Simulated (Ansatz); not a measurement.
# Cl on Pd(111): change of the work function, part 2 of 4

How does Cl on the fcc site change the work function of Pd(111) as the layer fills?

Ansatz 0.2.0; plane-wave DFT, PBE, Ansatz PAW.

So far, work function, upper face (eV): step 2 (the clean slab) 5.27.

## 3. The covered slab, k-mesh 4×4×1, coverage 0.111 ML

System of this step: Cl/Pd(111). The cell holds 37 atoms: 36 Pd and 1 Cl. Its edges and angles: a = 8.252 Å, b = 8.252 Å, c = 26.751 Å, α = 90.0°, β = 90.0°, γ = 60.0°. Vacuum lies along c.

The clean slab as it ended is repeated in the plane and the adsorbate is set on one face; the cell's size fixes the coverage, and the k-mesh shrinks with it to keep the sampling density about even. Adsorbate and upper layers relax, since the dipole depends on the height.

Contents of input.yaml:

```yaml
crystal:
  lattice:
    - [8.2519361365, 0.0, 0.0]
    - [4.1259680682, 7.1463863246, 0.0]
    - [0.0, 0.0, 26.7514454461]
  atoms:
    - { symbol: Pd, position: [0.0, 0.0, 0.336430419] }
    - { symbol: Pd, position: [0.1111111111, 0.1111111111, 0.4203844824] }
    - { symbol: Pd, position: [0.2222222222, 0.2222222222, 0.506136568] }
    - { symbol: Pd, position: [0.0, 0.0, 0.59225287] }
    - { symbol: Pd, position: [0.0, 0.3333333333, 0.336430419] }
    - { symbol: Pd, position: [0.1111111111, 0.4444444444, 0.4203844824] }
    - { symbol: Pd, position: [0.2222222222, 0.5555555556, 0.506136568] }
    - { symbol: Pd, position: [0.0, 0.3333333333, 0.59225287] }
    - { symbol: Pd, position: [0.0, 0.6666666667, 0.336430419] }
    - { symbol: Pd, position: [0.1111111111, 0.7777777778, 0.4203844824] }
    - { symbol: Pd, position: [0.2222222222, 0.8888888889, 0.506136568] }
    - { symbol: Pd, position: [0.0, 0.6666666667, 0.59225287] }
    - { symbol: Pd, position: [0.3333333333, 0.0, 0.336430419] }
    - { symbol: Pd, position: [0.4444444444, 0.1111111111, 0.4203844824] }
    - { symbol: Pd, position: [0.5555555556, 0.2222222222, 0.506136568] }
    - { symbol: Pd, position: [0.3333333333, 0.0, 0.59225287] }
    - { symbol: Pd, position: [0.3333333333, 0.3333333333, 0.336430419] }
    - { symbol: Pd, position: [0.4444444444, 0.4444444444, 0.4203844824] }
    - { symbol: Pd, position: [0.5555555556, 0.5555555556, 0.506136568] }
    - { symbol: Pd, position: [0.3333333333, 0.3333333333, 0.59225287] }
    - { symbol: Pd, position: [0.3333333333, 0.6666666667, 0.336430419] }
    - { symbol: Pd, position: [0.4444444444, 0.7777777778, 0.4203844824] }
    - { symbol: Pd, position: [0.5555555556, 0.8888888889, 0.506136568] }
    - { symbol: Pd, position: [0.3333333333, 0.6666666667, 0.59225287] }
    - { symbol: Pd, position: [0.6666666667, 0.0, 0.336430419] }
    - { symbol: Pd, position: [0.7777777778, 0.1111111111, 0.4203844824] }
    - { symbol: Pd, position: [0.8888888889, 0.2222222222, 0.506136568] }
    - { symbol: Pd, position: [0.6666666667, 0.0, 0.59225287] }
    - { symbol: Pd, position: [0.6666666667, 0.3333333333, 0.336430419] }
    - { symbol: Pd, position: [0.7777777778, 0.4444444444, 0.4203844824] }
    - { symbol: Pd, position: [0.8888888889, 0.5555555556, 0.506136568] }
    - { symbol: Pd, position: [0.6666666667, 0.3333333333, 0.59225287] }
    - { symbol: Pd, position: [0.6666666667, 0.6666666667, 0.336430419] }
    - { symbol: Pd, position: [0.7777777778, 0.7777777778, 0.4203844824] }
    - { symbol: Pd, position: [0.8888888889, 0.8888888889, 0.506136568] }
    - { symbol: Pd, position: [0.6666666667, 0.6666666667, 0.59225287] }
    - { symbol: Cl, position: [0.1111111111, 0.1111111111, 0.663569581] }
kpoints:
  mp_grid: { grid: [4, 4, 1] }
hamiltonian:
  xc: pbe
scf:
  occupations: { method: fermi_dirac, width: 0.1 }
  convergence: { dr2_threshold: 1.0e-08 }
efield:
  axis: 3
  dipole_correction: true
  ramp_position: 0.97
  ramp_width: 0.06
relax:
  f_tol: 0.02
  max_steps: 60
  constraints:
    - { sites: [0, 1, 4, 5, 8, 9, 12, 13, 16, 17, 20, 21, 24, 25, 28, 29, 32, 33] }
output:
  write_potential: true
  write_density: true
  volumetric_format: npy
```

Launch:

```bash
> ansatz run input.yaml --threads 4 --pin off --max-ram 16384MiB --backend cpu --events-out ev --progress --plain --runs-dir out
```

Numbers of over 12 decimals in the logs are rounded to 6 here.

The log of the run:

```text
[...]
Crystal: 37 atoms, lattice volume = 1577.573 Å³
Basis set: ecut = 420 eV, 30839 PW (Γ), exchange–correlation on 120×120×360 points (8 copies of the dense FFT grid, shifted against one another)
Bands: 393, of which v1, the nominal top of the filled ones, is band 328 counted from 1 (327 counted from 0)
Symmetry: 6 space group operations
[...]
k-points: 4 of 16 (time reversal used)
[...]
SCF iter   1: F=—  HF=-252095.139724 eV  |F-HF|=—  |Δ(HF+E_count)|=         —  Δρ=9.37e-3  dr2=9.31e0  ethr=1.77e-3  p=-0.040 e·Å  D=-4.56e-3 V/Å  ΔV_dip=0.12 eV  dr2_dipole=1.05e-2  V_vac-E_F(+/−)=5.04/4.92 eV  ⟨swp⟩=7.5  Hψ=6829  notcnv=0  defer=75
[...]
SCF iter  14: F=-252094.886867 eV  HF=-252094.886867 eV  |F-HF|=5.55e-8  |Δ(HF+E_count)|=   7.57e-9  Δρ=3.29e-7  dr2=3.10e-9  ethr=1.53e-12  p=-0.051 e·Å  D=-5.89e-3 V/Å  ΔV_dip=0.16 eV  dr2_dipole=2.27e-11  V_vac-E_F(+/−)=5.40/5.24 eV  ⟨swp⟩=8.0  Hψ=9115  notcnv=0
SCF 1 converged in 14 iterations: F = -252094.886867 eV  dr2 = 3.10e-9
[...]
relax step   1: F+E_penalty+E_count = -252094.88686713 eV  Δ(F+E_penalty+E_count) = +0.000e0 eV  max|allowed force component| = 5.519e-1 eV/Å  Δτ_max = 0.0000 Å  (14 SCF iters, accepted)
[...]
SCF iter  12: F=-252094.944814 eV  HF=-252094.944814 eV  |F-HF|=1.71e-8  |Δ(HF+E_count)|=   3.26e-8  Δρ=4.56e-7  dr2=8.88e-9  ethr=1.53e-12  p=-0.048 e·Å  D=-5.48e-3 V/Å  ΔV_dip=0.15 eV  dr2_dipole=9.45e-11  V_vac-E_F(+/−)=5.39/5.24 eV  ⟨swp⟩=7.0  Hψ=9580  notcnv=0
SCF 2 converged in 12 iterations: F = -252094.944814 eV  dr2 = 8.88e-9
relax step   2: F+E_penalty+E_count = -252094.94481354 eV  Δ(F+E_penalty+E_count) = -5.795e-2 eV  max|allowed force component| = 2.275e-1 eV/Å  Δτ_max = 0.0637 Å  (12 SCF iters, accepted)
SCF iter   1: F=—  HF=-252094.951426 eV  |F-HF|=—  |Δ(HF+E_count)|=         —  Δρ=6.05e-4  dr2=1.07e-2  ethr=1.41e-5  p=-0.048 e·Å  D=-5.48e-3 V/Å  ΔV_dip=0.15 eV  dr2_dipole=4.41e-4  V_vac-E_F(+/−)=5.39/5.24 eV  ⟨swp⟩=3.2  Hψ=2765  notcnv=0  defer=152
[...]
SCF iter  11: F=-252094.951471 eV  HF=-252094.951471 eV  |F-HF|=9.63e-9  |Δ(HF+E_count)|=   2.15e-8  Δρ=2.75e-7  dr2=2.93e-9  ethr=1.53e-12  p=-0.042 e·Å  D=-4.78e-3 V/Å  ΔV_dip=0.13 eV  dr2_dipole=2.57e-10  V_vac-E_F(+/−)=5.37/5.24 eV  ⟨swp⟩=8.0  Hψ=9198  notcnv=0
SCF 3 converged in 11 iterations: F = -252094.951471 eV  dr2 = 2.93e-9
relax step   3: F+E_penalty+E_count = -252094.95147150 eV  Δ(F+E_penalty+E_count) = -6.658e-3 eV  max|allowed force component| = 1.143e-1 eV/Å  Δτ_max = 0.0166 Å  (11 SCF iters, accepted)
SCF iter   1: F=—  HF=-252094.951963 eV  |F-HF|=—  |Δ(HF+E_count)|=         —  Δρ=3.67e-4  dr2=8.95e-3  ethr=6.52e-6  p=-0.042 e·Å  D=-4.78e-3 V/Å  ΔV_dip=0.13 eV  dr2_dipole=2.61e-3  V_vac-E_F(+/−)=5.37/5.24 eV  ⟨swp⟩=4.0  Hψ=2869  notcnv=0  defer=152
[...]
SCF iter  10: F=-252094.952674 eV  HF=-252094.952674 eV  |F-HF|=3.77e-8  |Δ(HF+E_count)|=   4.29e-8  Δρ=4.95e-7  dr2=7.30e-9  ethr=1.53e-12  p=-0.036 e·Å  D=-4.09e-3 V/Å  ΔV_dip=0.11 eV  dr2_dipole=1.82e-10  V_vac-E_F(+/−)=5.35/5.24 eV  ⟨swp⟩=7.5  Hψ=9679  notcnv=0
SCF 4 converged in 10 iterations: F = -252094.952674 eV  dr2 = 7.30e-9
[...]
relax step   4: F+E_penalty+E_count = -252094.95267371 eV  Δ(F+E_penalty+E_count) = -1.202e-3 eV  max|allowed force component| = 1.482e-2 eV/Å  Δτ_max = 0.0166 Å  (10 SCF iters, accepted)
NSCF: frozen V_eff on 4 k-points
[...]
WARN: The output density's exchange-correlation potential varies sharply where the density is thin. Do not read a vacuum level from v_tot or v_xc, or from such a field of the output density. On a cell that repeats whose density bears no net charge and no dipole along the vacuum's axis use v_es (v_loc + v_h of the components); under efield.dipole_correction with no amplitude use v_es + v_field, which holds any externa [...]
SCF converged after 10 iterations
Free energy (F): -252094.952674 eV
[...]
Internal energy: -252092.489218 eV  (E = F + TS)
E sigma→0 (E₀):  -252093.720946 eV
Entropy (-TS):   -2.463456 eV (-66.580 meV/atom)
Fermi energy:    3.293484 eV
Dipole field:    D = -0.004089 V/Å  (p = -0.035644 e·Å, saw-weighted, corrected)
Work function:   Φ+ = 5.3530 eV   Φ− = 5.2436 eV
[...]
--- Forces (eV/Å), atoms counted from 1 ---
  atom   1  Pd     0.00083988     0.00048490    -0.31159945
  atom   2  Pd     0.00000000     0.00000000     0.33845673
  atom   3  Pd     0.00217467     0.00125555    -0.00356422
  atom   4  Pd     0.00076166     0.00043974     0.00894176
  atom   5  Pd     0.00000000    -0.00096981    -0.31159945
  atom   6  Pd    -0.04725034     0.02099864     0.31197837
  atom   7  Pd     0.00086007    -0.00049656     0.00091575
  atom   8  Pd     0.00000000    -0.00087949     0.00894176
  atom   9  Pd     0.03824776    -0.02208236    -0.31071225
  atom  10  Pd    -0.04181053     0.03042067     0.31197837
  atom  11  Pd     0.00000000    -0.00251110    -0.00356422
  atom  12  Pd    -0.00136600     0.00078866    -0.00136686
  atom  13  Pd    -0.00083988     0.00048490    -0.31159945
  atom  14  Pd    -0.00543981    -0.05141932     0.31197837
  atom  15  Pd    -0.00000000     0.00099312     0.00091575
  atom  16  Pd    -0.00076166     0.00043974     0.00894176
  atom  17  Pd     0.01867447     0.01078171    -0.33384215
  atom  18  Pd     0.00000000     0.00000000     0.26739967
  atom  19  Pd    -0.00086007    -0.00049656     0.00091575
  atom  20  Pd     0.00390028     0.00225183    -0.00023871
  atom  21  Pd     0.00000000    -0.02156342    -0.33384215
  atom  22  Pd     0.04181053     0.03042067     0.31197837
  atom  23  Pd     0.00217168    -0.00125382     0.00070251
  atom  24  Pd     0.00000000    -0.00450365    -0.00023871
  atom  25  Pd    -0.00000000     0.04416471    -0.31071225
  atom  26  Pd     0.00543981    -0.05141932     0.31197837
  atom  27  Pd    -0.00217467     0.00125555    -0.00356422
  atom  28  Pd     0.00000000    -0.00157732    -0.00136686
  atom  29  Pd    -0.01867447     0.01078171    -0.33384215
  atom  30  Pd     0.04725034     0.02099864     0.31197837
  atom  31  Pd    -0.00000000     0.00250764     0.00070251
  atom  32  Pd    -0.00390028     0.00225183    -0.00023871
  atom  33  Pd    -0.03824776    -0.02208236    -0.31071225
  atom  34  Pd     0.00000000     0.00000000     0.38936953
  atom  35  Pd    -0.00217168    -0.00125382     0.00070251
  atom  36  Pd     0.00136600     0.00078866    -0.00136686
  atom  37  Cl    -0.00000000    -0.00000000    -0.01481901
  max |Σ_I F_I| component: 1.37e-5 eV/Å
--- Band table (eV) ---
  k-point 0: bands = [... 324 lower, 2.9830, 3.0293, 3.0293, 3.0444, 3.0529, 3.1023, 3.1023, 3.1333, ... 61 higher]
  k-point 1: bands = [... 324 lower, 3.1511, 3.1752, 3.1762, 3.2117, 3.2396, 3.2840, 3.2879, 3.2953, ... 61 higher]
  k-point 2: bands = [... 324 lower, 3.2501, 3.2650, 3.3233, 3.3238, 3.3461, 3.4346, 3.4442, 3.4512, ... 61 higher]
  k-point 3: bands = [... 324 lower, 3.2637, 3.2810, 3.3093, 3.3155, 3.3258, 3.3372, 3.3598, 3.4566, ... 61 higher]
--- Relaxed structure (4 steps of the walk, 4 accepted, 0 SCFs on fresh bases) ---
  F+E_penalty+E_count = -252094.95267371 eV   max|allowed force component| = 1.482e-2 eV/Å
  atoms:
    - { symbol: Pd, position: [1.1111113280699722e-11, 1.1111113280699718e-11, 0.336430419] }
    - { symbol: Pd, position: [0.111111, 0.111111, 0.420384] }
    - { symbol: Pd, position: [0.222108, 0.222108, 0.506007] }
    - { symbol: Pd, position: [-0.00361105, -0.00361105, 0.593243] }
    - { symbol: Pd, position: [1.1111112030448567e-11, 0.333333, 0.336430419] }
    - { symbol: Pd, position: [0.111111, 0.444444, 0.420384] }
    - { symbol: Pd, position: [0.222008, 0.555663, 0.505718] }
    - { symbol: Pd, position: [-0.00361105, 0.340555, 0.593243] }
    - { symbol: Pd, position: [-2.2222224060897133e-11, 0.666667, 0.336430419] }
    - { symbol: Pd, position: [0.111111, 0.777778, 0.420384] }
    - { symbol: Pd, position: [0.222108, 0.889118, 0.506007] }
    - { symbol: Pd, position: [1.9345914398949393e-5, 0.666657, 0.592423596323] }
    - { symbol: Pd, position: [0.333333, 1.1111113280699718e-11, 0.336430419] }
    - { symbol: Pd, position: [0.444444, 0.111111, 0.420384] }
    - { symbol: Pd, position: [0.555663, 0.222008, 0.505718] }
    - { symbol: Pd, position: [0.340555, -0.00361105, 0.593243] }
    - { symbol: Pd, position: [0.333333, 0.333333, 0.336430419] }
    - { symbol: Pd, position: [0.444444, 0.444444, 0.420384] }
    - { symbol: Pd, position: [0.555663, 0.555663, 0.505718] }
    - { symbol: Pd, position: [0.334436, 0.334436, 0.591522] }
    - { symbol: Pd, position: [0.333333, 0.666667, 0.336430419] }
    - { symbol: Pd, position: [0.444444, 0.777778, 0.420384] }
    - { symbol: Pd, position: [0.554065, 0.889634, 0.506973] }
    - { symbol: Pd, position: [0.334436, 0.664461, 0.591522] }
    - { symbol: Pd, position: [0.666667, -2.2222204306928896e-11, 0.336430419] }
    - { symbol: Pd, position: [0.777778, 0.111111, 0.420384] }
    - { symbol: Pd, position: [0.889118, 0.222108, 0.506007] }
    - { symbol: Pd, position: [0.666657, 1.9345914399011945e-5, 0.592423596323] }
    - { symbol: Pd, position: [0.666667, 0.333333, 0.336430419] }
    - { symbol: Pd, position: [0.777778, 0.444444, 0.420384] }
    - { symbol: Pd, position: [0.889634, 0.554065, 0.506973] }
    - { symbol: Pd, position: [0.664461, 0.334436, 0.591522] }
    - { symbol: Pd, position: [0.666667, 0.666667, 0.336430419] }
    - { symbol: Pd, position: [0.777778, 0.777778, 0.420384] }
    - { symbol: Pd, position: [0.889634, 0.889634, 0.506973] }
    - { symbol: Pd, position: [0.666657, 0.666657, 0.592423596323] }
    - { symbol: Cl, position: [0.111111, 0.111111, 0.661486] }
```

The job ended after 9.8 min (4 threads of Arm Neoverse V1, shared host; peak memory 10 GiB; 29 min of CPU time).

This run has no spin polarisation although its electron count is odd.

Relaxation path:

| step | energy less that of the first step (eV) | largest force component (eV/Å) |
| --- | --- | --- |
| 1 | 0.0000 | 0.5519 |
| 2 | -0.0579 | 0.2275 |
| 3 | -0.0646 | 0.1143 |
| 4 | -0.0658 | 0.0148 |

Forces are held to the 6 operations that the run works with; a distortion that breaks them can't arise in this run.

The atoms that moved most (Å):

| atom | dx | dy | dz | length |
| --- | --- | --- | --- | --- |
| Pd16 | 0.045 | -0.026 | 0.026 | 0.058 |
| Pd4 | -0.045 | -0.026 | 0.026 | 0.058 |
| Pd8 | 0.000 | 0.052 | 0.026 | 0.058 |
| Cl37 | 0.000 | 0.000 | -0.056 | 0.056 |
| Pd24 | 0.000 | -0.016 | -0.020 | 0.025 |
| Pd20 | 0.014 | 0.008 | -0.020 | 0.025 |
| Pd32 | -0.014 | 0.008 | -0.020 | 0.025 |
| Pd31 | 0.000 | -0.011 | 0.022 | 0.025 |

The relaxed structure:

```xyz
37
Lattice="8.2519 0.0000 0.0000 4.1260 7.1464 0.0000 0.0000 0.0000 26.7514" Properties=species:S:1:pos:R:3
Pd    0.0000    0.0000    9.0000
Pd    1.3753    0.7940   11.2459
Pd    2.7492    1.5873   13.5364
Pd   -0.0447   -0.0258   15.8701
Pd    1.3753    2.3821    9.0000
Pd    2.7506    3.1762   11.2459
Pd    4.1246    3.9710   13.5287
Pd    1.3753    2.4337   15.8701
Pd    2.7506    4.7643    9.0000
Pd    4.1260    5.5583   11.2459
Pd    5.5013    6.3540   13.5364
Pd    2.7508    4.7642   15.8482
Pd    2.7506    0.0000    9.0000
Pd    4.1260    0.7940   11.2459
Pd    5.5013    1.5866   13.5287
Pd    2.7953   -0.0258   15.8701
Pd    4.1260    2.3821    9.0000
Pd    5.5013    3.1762   11.2459
Pd    6.8779    3.9710   13.5287
Pd    4.1396    2.3900   15.8241
Pd    5.5013    4.7643    9.0000
Pd    6.8766    5.5583   11.2459
Pd    8.2427    6.3577   13.5623
Pd    5.5013    4.7485   15.8241
Pd    5.5013    0.0000    9.0000
Pd    6.8766    0.7940   11.2459
Pd    8.2534    1.5873   13.5364
Pd    5.5013    0.0001   15.8482
Pd    6.8766    2.3821    9.0000
Pd    8.2519    3.1762   11.2459
Pd    9.6273    3.9596   13.5623
Pd    6.8630    2.3900   15.8241
Pd    8.2519    4.7643    9.0000
Pd    9.6273    5.5583   11.2459
Pd   11.0118    6.3577   13.5623
Pd    8.2518    4.7642   15.8482
Cl    1.3753    0.7940   17.6957
```

This step gave:

```yaml
energy_at_zero_smearing: -252093.7209 eV
work_function_upper_face: 5.353 eV
work_function_lower_face: 5.244 eV
dipole_along_the_normal: -0.03564 e·Å
step_between_the_vacuum_levels: 0.1094 eV
```

Running mean over 2.246 Å of the planar mean; the ramp of the sawtooth is left out. Electron's electrostatic potential energy less the Fermi level against z:

| z (Å) | electron's electrostatic potential energy less the Fermi level (eV) |
| --- | --- |
| 3.5 | 5.24 |
| 4.0 | 5.24 |
| 4.5 | 5.24 |
| 5.0 | 5.24 |
| 5.5 | 5.23 |
| 6.0 | 5.19 |
| 6.5 | 5.03 |
| 7.0 | 4.39 |
| 7.5 | 1.78 |
| 8.0 | -3.12 |
| 8.5 | -7.03 |
| 9.0 | -8.25 |
| 9.5 | -8.44 |
| 10.0 | -8.48 |
| 10.5 | -8.52 |
| 11.0 | -8.56 |
| 11.5 | -8.50 |
| 12.0 | -8.23 |
| 12.5 | -8.10 |
| 13.0 | -8.34 |
| 13.5 | -8.50 |
| 14.0 | -8.30 |
| 14.5 | -7.95 |
| 15.0 | -7.98 |
| 15.5 | -8.29 |
| 16.0 | -8.23 |
| 16.5 | -6.66 |
| 17.0 | -2.42 |
| 17.5 | 1.85 |
| 18.0 | 3.71 |
| 18.5 | 4.37 |
| 19.0 | 4.91 |
| 19.5 | 5.25 |
| 20.0 | 5.33 |
| 20.5 | 5.35 |
| 21.0 | 5.35 |
| 21.5 | 5.35 |
| 22.0 | 5.35 |
| 22.5 | 5.35 |
| 23.0 | 5.35 |
| 23.5 | 5.35 |

The relaxation took 4 steps and lowered the energy by 0.066 eV; the largest force on the free atoms ends at 0.015 eV/Å.

The covered face has 5.35 eV, +0.08 eV against the clean one; the bare back face has moved by -0.01 eV, a measure of how thin the slab is.

(Continued in part 3 of 4.)

[Logs are printed without paths, hosts, clocks, repeated set-up lines and the standing remarks that a program may print on its own settings, such as how far it seeks lower states.]

[Hosts, paths, dates, database ids (printed as entryN), source tags and the programs' standing remarks are cut or masked in the printed files.]

[Maps of the electrostatic potential energy from Ansatz leave out the sawtooth potential of an applied field or a dipole correction, so their vacuum need not be flat; planar profiles and work functions include it.]
